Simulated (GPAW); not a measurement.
**How GaAs absorbs and reflects light**

Wanted: where GaAs starts to absorb, how strongly, and its refractive index.

Program: GPAW 26.7.0. Level of theory: DFT, RPBE, plane-wave PAW (GPAW data sets), scalar-relativistic, RPA, optical limit. Results are calculated unless marked as measured.

Report form: the programs' logs are mostly left out.

## (1) Set-up

The structure is cubic, space group F-43m (No. 216). Conventional cell: a = 5.654 Å, b = 5.654 Å, c = 5.654 Å, α = 90.00°, β = 90.00°, γ = 90.00°. As has 4 Ga at 2.45 Å nearest. Nearest to Ga lie 4 As at 2.45 Å. Farther neighbours are not listed.

Structure file:

```cif
data_structure
_symmetry_space_group_name_H-M 'P 1'
_symmetry_Int_Tables_number 1
_cell_length_a 3.9978
_cell_length_b 3.9978
_cell_length_c 3.9978
_cell_angle_alpha 60.000
_cell_angle_beta 60.000
_cell_angle_gamma 60.000
_cell_volume 45.18
loop_
_atom_site_label
_atom_site_type_symbol
_atom_site_fract_x
_atom_site_fract_y
_atom_site_fract_z
_atom_site_occupancy
As1 As 0.75000 0.75000 0.75000 1
Ga2 Ga 0.00000 0.00000 0.00000 1
```

## (2) Ground state

First the ground state: is it a metal or has it a gap?

This step: DFT, RPBE, plane-wave PAW (GPAW data sets), scalar-relativistic, ground state (GPAW 26.7.0).

gs.py

```python
from ase import Atoms
from ase.dft.bandgap import bandgap
from gpaw import GPAW, PW, FermiDirac

atoms = Atoms(['As', 'Ga'],
              cell=[[0.00000000, 2.82685000, 2.82685000],
                    [2.82685000, 0.00000000, 2.82685000],
                    [2.82685000, 2.82685000, 0.00000000]],
              scaled_positions=[[0.75000000, 0.75000000, 0.75000000],
                                [0.00000000, 0.00000000, 0.00000000]],
              pbc=[True, True, True])
atoms.calc = GPAW(mode=PW(500), xc='RPBE', kpts={'size': (7, 7, 7), 'gamma': True},
                  occupations=FermiDirac(0.05), maxiter=150, txt='gs.txt')
print('energy (eV)', atoms.get_potential_energy())
print('Fermi level (eV)', atoms.calc.get_fermi_level())
print('valence electrons', atoms.calc.get_number_of_electrons())
print('gap (eV)', bandgap(atoms.calc, output=None)[0])
print('direct gap (eV)', bandgap(atoms.calc, direct=True, output=None)[0])
atoms.calc.write('gs.gpw')
```

The run is started by

```sh
> OMP_NUM_THREADS=1 python gs.py
```

Elapsed: 5.5 s, on 1 thread of Arm Neoverse V1, shared host; peak memory 0.13 GiB.

This step gave:

| Quantity | Value |
| --- | --- |
| energy | -7.515 eV |
| Fermi energy | 5.413 eV |
| gap on the k-mesh | 0.7086 eV |
| direct gap on the mesh | 0.7086 eV |
| electrons | 8 |

There is a gap, 0.71 eV on this mesh (points off the mesh can give less), so no carriers' term is needed.

## (3) Bands for the response

At the fixed density, many empty bands are solved on the mesh of the response, since the spectrum sums over them.

This step: DFT, RPBE, plane-wave PAW (GPAW data sets), scalar-relativistic, bands at fixed density (GPAW 26.7.0).

nscf.py

```python
from ase.dft.bandgap import bandgap
from gpaw import GPAW, FermiDirac

calc = GPAW('gs.gpw').fixed_density(kpts={'size': (16, 16, 16), 'gamma': True}, nbands=34, convergence={'bands': 28},
                                    occupations=FermiDirac(0.001), txt='nscf.txt')
print('gap (eV)', bandgap(calc, output=None)[0])
print('direct gap (eV)', bandgap(calc, direct=True, output=None)[0])
print('top band over the Fermi level (eV)', min(calc.get_eigenvalues(kpt=k)[27] for k in range(len(calc.get_ibz_k_points()))) - calc.get_fermi_level())
calc.write('full.gpw', mode='all')
```

The run is started by

```sh
> OMP_NUM_THREADS=1 python nscf.py
```

It took 1.9 min on 1 thread; peak memory 0.26 GiB.

## (4) Dielectric function, RPA

Transitions between filled and empty bands, summed over the zone, give the optical response, so mesh, band count and broadening shape it.

The induced potential is part of this response.

This step: DFT, RPBE, plane-wave PAW (GPAW data sets), scalar-relativistic, RPA, optical limit (GPAW 26.7.0).

df.py

```python
from gpaw.response.df import DielectricFunction

df = DielectricFunction('full.gpw', frequencies={'type': 'nonlinear', 'domega0': 0.03, 'omega2': 8},
                        ecut=50,
                        eta=0.1,
                        nbands=28,
                        txt='df.txt')
for direction in ['x']:
    df.get_dielectric_function(xc='RPA', direction=direction, filename=f'df_{direction}.csv')
```

The run is started by

```sh
> OMP_NUM_THREADS=1 python df.py
```

Elapsed: 12 s, on 1 thread; peak memory 0.22 GiB.

This step gave:

```
electronic dielectric constant ε∞, mean over x, y and z (by symmetry where fewer were run) : 12.44
centre of weight of the strongest loss peak in the window                                  : 16.43 eV
```

Some rows of df_x.csv (energy; Re and Im without local fields; Re and Im with them):

```text
0.000000, 13.432717, 0.000000, 12.441659, -0.000000
0.651243, 14.537770, 2.108890, 13.519933, 2.112673
1.347938, 15.139831, 3.381921, 13.981012, 3.348272
2.095014, 20.092630, 6.060216, 18.461233, 5.711574
2.898142, 10.821304, 12.520015, 9.428819, 11.943163
3.763875, 14.960248, 14.369294, 12.093749, 11.705285
4.699832, -5.344525, 21.998397, -2.456119, 19.917398
5.714917, -3.022833, 11.548141, -1.672455, 9.238184
6.819608, -4.138054, 4.356686, -3.448781, 4.020524
8.026317, -2.552834, 2.344110, -2.252133, 2.057154
9.349861, -2.338465, 1.590017, -1.879743, 1.706251
10.808071, -1.447417, 0.868969, -1.227438, 0.958335
12.422601, -0.844555, 0.525639, -0.713710, 0.582075
14.220012, -0.389441, 0.388609, -0.214450, 0.408692
16.233242, -0.094082, 0.258411, 0.056661, 0.329884
18.503643, 0.175350, 0.130940, 0.239761, 0.214805
21.083856, 0.377303, 0.087556, 0.416660, 0.136274
24.041937, 0.523229, 0.069971, 0.573077, 0.113676
27.467452, 0.634868, 0.042962, 0.654486, 0.102324
```

The Im ε, E ∥ x has structure finer than the step of the table below, so its rows give means over 1 eV, whole bins alone (the curve runs from 0 to 27.8 eV). Peaks (eV: height): 2.3: 12.7, 4.3: 23.7, 4.7: 19.9, 5.8: 10.4.

Sum at mesh points, not converged in k; values under the direct gap are tails of Lorentzian lines. Im ε, E ∥ x against photon energy; means over each step:

photon energy (eV), Im ε, E ∥ x and a bar:
```
        1        1.7 ###
        2        6.2 ############
        3       11.1 ######################
        4       15.5 ##############################
        5       12.1 ########################
        6        7.8 ###############
        7        4.1 ########
        8        2.3 ####
        9        2.0 ####
       10        1.4 ###
       11        1.1 ##
       12        0.7 #
       13        0.5 #
       14        0.4 #
       15        0.4 #
       16        0.3 
       17        0.3 
       18        0.3 
       19        0.2 
       20        0.2 
       21        0.1 
       22        0.1 
       23        0.1 
       24        0.1 
       25        0.1 
       26        0.1 
       27        0.1
```

The reflectivity at normal incidence, E ∥ x has structure finer than the step of the table below, so its rows give means over 1 eV, whole bins alone (the curve runs from 0 to 27.8 eV). Peaks (eV: height): 2.2: 43.1, 4.8: 61.2, 6.4: 59.0, 7.7: 61.3, 10.7: 52.3, 11.6: 51.7.

Sum at mesh points, not converged in k. Table of reflectivity at normal incidence, E ∥ x by photon energy; means over each step:

```csv
photon energy (eV),"reflectivity at normal incidence, E ∥ x (%)"
1,32.4
2,38.0
3,38.7
4,44.9
5,54.2
6,53.1
7,53.8
8,53.6
9,47.5
10,46.9
11,47.3
12,49.8
13,45.6
14,37.4
15,30.7
16,21.6
17,16.3
18,13.2
19,9.42
20,6.57
21,4.85
22,3.49
23,2.77
24,2.12
25,1.84
26,1.64
27,1.36
```

Sum at mesh points, not converged in k; values under the direct gap are tails of Lorentzian lines. Table of loss function −Im 1/ε at q → 0, E ∥ x by energy loss; read off at these points:

energy loss (eV), loss function −Im 1/ε at q → 0, E ∥ x and a bar:
```
      0.0       0.00 
      1.0       0.00 
      2.0       0.01 
      3.0       0.05 
      4.0       0.04 
      5.0       0.07 #
      6.0       0.09 #
      7.0       0.16 #
      8.0       0.21 ##
      9.0       0.27 ##
     10.0       0.36 ###
     11.0       0.48 ####
     12.0       0.60 #####
     13.0       0.99 #########
     14.0       1.66 ###############
     15.0       2.64 ########################
     15.8       3.16 #############################
     16.0       2.90 ##########################
     16.9       3.29 ##############################
     17.0       3.03 ############################
     18.0       2.65 ########################
     19.0       1.68 ###############
     20.0       1.06 ##########
     21.0       0.74 #######
     22.0       0.51 #####
     23.0       0.42 ####
     24.0       0.33 ###
     25.0       0.32 ###
     26.0       0.27 ##
     27.0       0.23 ##
```

The Im ε, E ∥ x has structure finer than the step of the table below, so its rows give means over 0.5 eV, whole bins alone (the curve runs from 0 to 27.8 eV). Peaks (eV: height): without local fields 2.78: 13.4, 4.24: 28.4, 5.77: 12.2; with local fields 2.28: 12.7, 4.29: 23.7, 4.70: 19.9, 5.82: 10.4.

Sum at mesh points, not converged in k; values under the direct gap are tails of Lorentzian lines. Table of Im ε, E ∥ x by photon energy; means over each step:

```csv
photon energy (eV),without local fields,with local fields
0.5,1.02,1.01
1.0,1.14,1.12
1.5,2.57,2.52
2.0,6.00,5.70
2.5,11.5,10.9
3.0,12.4,11.8
3.5,10.8,9.63
4.0,20.4,16.3
4.5,22.0,19.3
5.0,11.8,11.3
5.5,9.99,8.18
6.0,9.03,8.38
6.5,5.16,4.97
7.0,4.50,4.21
7.5,3.16,3.20
8.0,2.34,2.11
8.5,2.50,2.21
9.0,2.08,2.07
9.5,1.53,1.60
10.0,1.41,1.44
10.5,1.13,1.27
11.0,0.930,0.993
11.5,0.786,0.953
12.0,0.622,0.706
12.5,0.522,0.580
13.0,0.486,0.504
13.5,0.450,0.463
14.0,0.397,0.419
14.5,0.353,0.410
15.0,0.309,0.350
15.5,0.292,0.327
16.0,0.278,0.328
16.5,0.233,0.311
17.0,0.189,0.266
17.5,0.188,0.289
18.0,0.147,0.253
18.5,0.130,0.211
19.0,0.130,0.205
19.5,0.110,0.174
20.0,0.109,0.161
20.5,0.103,0.158
21.0,0.0902,0.139
21.5,0.0886,0.132
22.0,0.0814,0.128
22.5,0.0791,0.128
23.0,0.0707,0.121
23.5,0.0672,0.113
24.0,0.0689,0.113
24.5,0.0624,0.120
25.0,0.0531,0.121
25.5,0.0406,0.118
26.0,0.0410,0.105
26.5,0.0413,0.104
27.0,0.0399,0.0960
27.5,0.0413,0.103
```

Optical constants at common wavelengths, from n + ik = √ε:

```csv
wavelength (nm),n,k,R (%),1/α
1064,3.72,0.145,33.2,583 nm
800,3.72,0.243,33.3,262 nm
532,3.92,1.501,40.7,28 nm
450,3.82,1.620,40.9,22 nm
365,3.07,1.634,36.2,18 nm
308,3.96,2.019,44.8,12 nm
193,1.05,2.459,59.0,6.2 nm
```

Below the direct gap, k and the depth come from the tails of the Lorentzian lines, not from transitions.

Rows near the edge hang on the gap, which this functional as a rule makes too small, and phonon-assisted absorption is left out.

## (5) Results

```json
{
 "electronic dielectric constant ε∞, mean over x, y and z (by symmetry where fewer were run) (RPA)": "12.4",
 "centre of weight of the strongest loss peak in the window, first axis": "16.4 eV"
}
```

What this shows: At this level (RPBE, RPA) GaAs has ε∞ = 12.4 and n = 3.41 at 1550 nm. On the mesh the gap is 0.71 eV and the least direct gap 0.71 eV. Local fields change the static value along x from 13.43 to 12.44 (-7 %). Excitons and phonon-assisted transitions are missing; RPBE gaps are as a rule too small, which pulls the onset down and ε∞ up. The curves end at 28 eV, about where the summed bands run out. The sum runs over mesh points 0.12 Å⁻¹ apart with no interpolation, so peaks are partly noise of the mesh; over so small a direct gap single mesh points weigh heavily, so ε∞, n and their changes from run to run can be far off. Besides steps told in other documents, this task had 1 run with a known fault of program or setting; those not told in a step above aren't shown.

[Machine, clock and banner lines and Python warnings are left out of the logs.]

[Logs are printed without paths, hosts, clocks, repeated set-up lines and the standing remarks that a program may print on its own settings, such as how far it seeks lower states.]

[Hosts, paths, dates, database ids (printed as entryN), source tags and the programs' standing remarks are cut or masked in the printed files.]
